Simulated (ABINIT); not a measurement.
# A GW chain in ABINIT: MgO (Fm-3m), part 3 of 3

Wanted: ground state, empty states, screening and self-energy for MgO (Fm-3m).

ABINIT 10.8.3; PBE and many-body steps on it, plane waves. Known limits of the many-body steps: not at the basis limit; coarse k mesh.

So far. Step 4 (Empty states on the mesh, 4×4×4 mesh, 25 bands): On this mesh the gap is 4.895 eV. Step 5 (Screening, 4×4×4 mesh, 21 bands, screening to 108.8 eV): Local fields lower ε∞ by 6 %. On a Γ-centred mesh this coarse the value itself is usually too large, while a short band sum pulls it down.

**6. Self-energy, 4×4×4 mesh, 21 bands, screening to 108.8 eV**

The self-energy is evaluated for the states that the input lists, and the levels follow from it, in one-shot runs by the linearised quasiparticle equation.

This step: G0W0 on PBE, plane waves, norm-conserving pseudopotentials.

The input, run.abi:

```
acell 3*1.0 Angstrom
rprim 
  -0.000000000000 2.097001392700 2.097001392700
  2.097001392700 0.000000000000 2.097001392700
  2.097001392700 2.097001392700 0.000000000000
ntypat 2
znucl 12 8
natom 2
typat 1 2
xred 
  0.000000000000 0.000000000000 0.000000000000
  0.500000000000 0.500000000000 0.500000000000
pp_dirpath "pseudos"
pseudos "Mg.upf, O.upf"
ecut 38
ngkpt 4 4 4
nshiftk 1
shiftk 0 0 0
kptopt 1
chksymbreak 0
istwfk *1
occopt 1
irdwfk 1
optdriver 4
nband 21
gwcalctyp 0
ecutsigx 38
symsigma 1
nkptgw 1
kptgw 
  0.0000000000 0.0000000000 0.0000000000
bdgw 
  6 12
ecuteps 4
irdscr 1
ppmodel 1
indata_prefix "in"
outdata_prefix "out"
tmpdata_prefix "tmp"
```

On the command line:

```bash
$ OMP_NUM_THREADS=1 mpirun -n 4 abinit run.abi > log
```

Numbers of over 12 decimals in the logs are rounded to 6 here.

Log:

```text
.Version 10.8.3 of ABINIT. v10.8.2 released Aug 2026.

 Symmetries : space group Fm -3 m (#225); Bravais cF (face-center cubic)
[... echo of the input left out ...]
== DATASET  1 ==================================================================
-   mpi_nproc: 4, omp_nthreads: 1 (-1 if OMP is not activated)

--- !DatasetInfo
iteration_state: {dtset: 1, }
dimensions: {natom: 2, nkpt: 8, mband: 21, nsppol: 1, nspinor: 1, nspden: 1, mpw: 1411, }
cutoff_energies: {ecut:  38.0, pawecutdg:  -1.0, }
electrons: {nelect:   1.60000000E+01, charge:   0.00000000E+00, occopt:   1.00000000E+00, tsmear:   1.00000000E-02, }

 SIGMA: Calculation of the GW corrections

 Based on a program developped by R.W. Godby, V. Olevano, G. Onida, and L. Reining.
 Incorporated in ABINIT by V. Olevano, G.-M. Rignanese, and M. Torrent.
.Using double precision arithmetic ; gwpc =  8

[... cell and pseudopotentials left out ...]
--------------------------------------------------------------------------------

 ==== K-mesh for the wavefunctions ====
 Number of points in the irreducible wedge :     8
[... list of points left out ...]
 Together with 48 symmetry operations and time-reversal symmetry
 yields    64 points in the full Brillouin Zone.

 ==== Q-mesh for screening function ====
 Number of points in the irreducible wedge :     8
[... list of points left out ...]
 Together with 48 symmetry operations and time-reversal symmetry
 yields    64 points in the full Brillouin Zone.

 vcoul_init : cutoff-mode = AUXILIARY_FUNCTION
 q-points for optical limit:   1
     1)      0.000010    0.000020    0.000030
 setmesh: FFT mesh size selected  =    32x   32x   32
          total number of points  =        32768

 Number of electrons calculated from density =   16.0000; Expected =   16.0000
 average of density, n =  0.128557
 r_s =    1.2291
 omega_plasma =   34.5863 [eV]

 === KS Band Gaps ===
  >>>> For spin  1
   Minimum direct gap =   4.8948 [eV], located at k-point      :   0.0000  0.0000  0.0000
   Fundamental gap    =   4.8948 [eV], Top of valence bands at :   0.0000  0.0000  0.0000
                                       Bottom of conduction at :   0.0000  0.0000  0.0000
 SIGMA fundamental parameters:
 PLASMON POLE MODEL  1
 number of plane-waves for SigmaX                 1411
 number of plane-waves for SigmaC and W             59
 number of plane-waves for wavefunctions          1411
 number of bands                                    21
 number of independent spin polarizations            1
 number of spinorial components                      1
 number of k-points in IBZ                           8
 number of q-points in IBZ                           8
 number of symmetry operations                      48
 number of k-points in BZ                           64
 number of q-points in BZ                           64
 number of frequencies for dSigma/dE                 9
 frequency step for dSigma/dE [eV]                0.25
 number of omega for Sigma on real axis              0
 max omega for Sigma on real axis  [eV]           0.00
 zcut for avoiding poles [eV]                     0.10

 EPSILON^-1 parameters (SCR file):
 dimension of the eps^-1 matrix on file             59
 dimension of the eps^-1 matrix used                59
 number of plane-waves for wavefunctions          1411
 number of bands                                    21
 number of q-points in IBZ                           8
 number of frequencies                               2
 number of real frequencies                          1
 number of imag frequencies                          1

 matrix elements of self-energy operator (all in [eV])

 Perturbative Calculation

--- !SelfEnergy_ee
iteration_state: {dtset: 1, }
kpoint     : [   0.000,    0.000,    0.000, ]
spin       : 1
KS_gap     :    4.895
QP_gap     :    7.085
Delta_QP_KS:    2.190
data: !SigmaeeData |
     Band     E0 <VxcDFT>   SigX SigC(E0)      Z dSigC/dE  Sig(E)    E-E0       E
        6   4.841 -20.158 -25.612   4.589   0.809  -0.236 -20.858  -0.700   4.140
        7   4.841 -20.158 -25.612   4.589   0.809  -0.236 -20.858  -0.700   4.140
        8   4.841 -20.158 -25.612   4.589   0.809  -0.236 -20.858  -0.700   4.140
        9   9.736 -13.556  -8.781  -3.037   0.857  -0.167 -12.067   1.489  11.225
       10  20.877  -9.636  -3.703  -3.771   0.866  -0.155  -7.764   1.872  22.749
       11  20.877  -9.636  -3.703  -3.771   0.866  -0.155  -7.764   1.872  22.749
       12  20.877  -9.636  -3.703  -3.771   0.866  -0.155  -7.764   1.872  22.749

== END DATASET(S) ==============================================================
================================================================================

 -outvars: echo values of variables after computation  --------
           etotal      0.0000000000E+00
            nband          21
             nkpt           8
          spgroup         225
 [... the other variables as echoed above ...]

 Calculation completed.
```

Run time: 4.4 s. Hardware: 4 MPI ranks of AMD EPYC 7571, shared host; peak memory 0.21 GiB; 17 s of CPU time.

Numbers from this step:

| Item | Value |
| --- | --- |
| G0W0 gap on the points computed | 7.085 eV |
| starting gap on the mesh | 4.895 eV |
| k of the valence top | 0, 0, 0 |
| k of the conduction bottom | 0, 0, 0 |
| Z at the valence top | 0.809 |
| Z at the conduction bottom | 0.857 |
| least direct G0W0 gap on the computed points | 7.085 eV |

The gap on the mesh goes from 4.89 eV to 7.08 eV, a correction of +2.19 eV.

Limits: finite bands, cutoff and mesh; coarse k mesh. v1 is the top filled band, c1 the lowest empty one. Levels before and after the correction, in eV, zero at the valence-band top of each column:

```tsv
	conduction bottom	valence top
Kohn-Sham	4.89	0.00
G0W0	7.08	0.00
```

```tsv
	level	energy (eV)
Kohn-Sham	Γ v3-v1	0.000
Kohn-Sham	Γ c1	4.895
Kohn-Sham	Γ c2-c4	16.036
G0W0	Γ v3-v1	0.000
G0W0	Γ c1	7.085
G0W0	Γ c2-c4	18.609
```

**7. Where the time went**

Times are wall times on 4 MPI ranks of AMD EPYC 7571, shared host, good to a factor of about two.

```tsv
step	time	share	memory (GiB)
ground state	9.4 s	28 %	0.29
bands along the symmetry lines	7.7 s	23 %	0.27
empty states on the mesh	4.7 s	14 %	0.21
screening	7.1 s	21 %	0.38
self-energy	4.4 s	13 %	0.21
```

**8. Summary of results**

* PBE gap: 4.89 eV, direct
* G0W0 gap on the mesh: 7.08 eV
* GW settings: 4×4×4 mesh, 21 bands, screening to 108.8 eV, Godby-Needs plasmon pole
* known limits: not at the basis limit; coarse k mesh

G0W0 moves the gap on the mesh from 4.89 eV to 7.08 eV (+2.19 eV), with Z of 0.81 and 0.86 at the edges. Local fields lower the RPA ε∞ on this mesh from 3.33 to 3.14; a Γ-centred mesh this coarse tends to raise both, most where the direct gap is narrow, while a short band sum lowers them. Only 1 of the mesh's irreducible points was corrected, so a valley elsewhere could overtake. Against experiment, by G0W0@PBE: the direct gap of 7.08 eV lies −0.75 eV from the measured 7.83 eV (direct, quoted 2021); the gap of 7.08 eV lies −0.75 eV from the measured 7.83 eV (kind not stated, quoted 2009). An exciton line or allowed optical edge lies below the quasiparticle gap by the binding energy; a forbidden edge can push the onset above it. The calculation has static nuclei and no excitons; a measured gap holds zero-point and thermal motion, which mostly lowers it. Against the values above the computed gap that would widen the miss. A likelier cause is too strong a screening: the start's gap is only 4.89 eV, the mesh is coarse, and one shot does not repair that. Bands and cutoff are finite, so the gap is not at the basis limit. The miss can reach some tenths of an eV and take either sign; the mesh is an error of its own. In the G0W0 run levels were corrected at 1 k point alone, so a gap called «on the mesh» is the least over those, and an edge elsewhere would be missed. The 4×4×4 mesh is coarse for this cell, which bears on the long-range parts of exchange and screening.

[Paths, hosts, dates, memory and timing lines, banners, echoed tables and standing remarks are left out of the program output.]

[Logs are printed without paths, hosts, clocks, repeated set-up lines and the standing remarks that a program may print on its own settings, such as how far it seeks lower states.]

[Runs of the session that timed out or met a known fault of the program may be left out.]

[No measured gap is set beside runs whose start may be inverted or whose files or cutoffs have a known fault.]

[Hosts, paths, dates, database ids (printed as entryN), source tags and the programs' standing remarks are cut or masked in the printed files.]

[G0W0 gaps are taken among the corrected bands and points alone; a level outside them can change the order at an edge.]

[Where Ansatz stands beside ABINIT at settings called matched, ABINIT's density can come from a denser mesh and the files from another edition; pairs whose starting gaps differed by over 0.03 eV were left out, so agreement reads better than it is.]
